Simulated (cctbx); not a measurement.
# Accept or mend?

Cell a = 4.7760 Å, b = 4.7760 Å, c = 17.4290 Å, α = 90.00°, β = 90.00°, γ = 120.00°; space group P6_3/mmc (no. 194). The compound is LaEu2ErGe2.

The data are simulated with cctbx, not measured: Mo Kα, λ = 0.71073 Å, to d = 0.7 Å, 70 % of the full sphere, strongest reflection 40000 counts, noise from counting, a 6 % proportional error and a noise floor of 8 counts (s.d.); no absorption, and some extinction, which the refinements don't model.

An anisotropic refinement with weights 1/σ² prints:

```text
Rint 0.053, 242 unique reflections to 0.70 A
cycle     R1     wR2    GooF  max shift (A)
   1  0.3443  0.6419  24.780   0.01674
   2  0.3275  0.5817  22.456   0.00002
final R1 0.3274 wR2 0.5817 GooF 22.456  parameters 7  data/parameter 34.6
atom        x        y        z      Ueq    occ   su(xyz)  su(Uiso or U11)
Er1    0.00000  0.00000  0.00000   0.0120  1.000  0.00000  0.0036  NPD
Eu1    0.66667  0.33333  0.84938   0.0003  1.000  0.00032  0.0024  NPD
La1    0.00000  0.00000  0.25000   0.0088  1.000  0.00000  0.0040  NPD
difference map: max 203.81 min -24.68 rms 10.11
Q1    0.3333  0.6667  0.6161    4  209.97  2.82 A from Eu1
Q2    0.3333  0.6667  0.1473    4  132.78  0.06 A from Eu1
Q3    0.0000  0.0000  0.0000    2  132.51  0.00 A from Er1
Q4    0.0000  0.0000  0.2500    2  123.87  0.00 A from La1
Q5    0.3333  0.6667  0.7500    2   18.49  2.76 A from La1
Q6    0.3333  0.6667  0.0288    4   17.58  2.12 A from Eu1
```

Q: Accept it or mend it, and why?

Mend it. The fault: an atom left out, Ge at (2/3, 1/3, 0.3839). Against the right model at the same level, R1 goes from 0.0134 to 0.3274 and GooF from 0.98 to 22.46, the top difference peak, 210.0 e/Å³, lies 2.82 Å from Eu1 and Er1, Eu1 and La1 go non-positive-definite. Q1 is the missing atom. With scattering power missing, scale and phases suffer, so peaks may also grow on the heavy atoms.

The compound is LaEu2ErGe2. The right model at the same level gives:

```text
Rint 0.053, 242 unique reflections to 0.70 A
cycle     R1     wR2    GooF  max shift (A)
   1  0.0229  0.0489   1.899   0.00245
   2  0.0134  0.0253   0.982   0.00000
final R1 0.0134 wR2 0.0253 GooF 0.982  parameters 10  data/parameter 24.2
atom        x        y        z      Ueq    occ   su(xyz)  su(Uiso or U11)
Er1    0.00000  0.00000  0.00000   0.0209  1.000  0.00000  0.0001
Eu1    0.66667  0.33333  0.85030   0.0094  1.000  0.00001  0.0001
La1    0.00000  0.00000  0.25000   0.0164  1.000  0.00000  0.0001
Ge1    0.66667  0.33333  0.38392   0.0132  1.000  0.00003  0.0002
difference map: max 1.22 min -2.23 rms 0.30
Q1    0.0000  0.5000  0.0000    6    1.26  2.39 A from Er1
Q2    0.9930  0.4965  0.2263   12    0.95  1.94 A from Eu1
Q3    0.1759  0.5880  0.2500    6    0.69  1.87 A from Eu1
Q4    0.2191  0.4381  0.5489   12    0.64  1.50 A from Ge1
Q5    0.1117  0.2234  0.6510   12    0.62  1.93 A from Ge1
Q6    0.1837  0.3674  0.1516   12    0.59  1.24 A from Eu1
```

The model is made up (kin elements in a known structure type, no relaxation), so it says nothing on whether the phase exists.

[Middle refinement cycles are left out of these outputs.]

[Logs are printed without paths, hosts, clocks, repeated set-up lines and the standing remarks that a program may print on its own settings, such as how far it seeks lower states.]
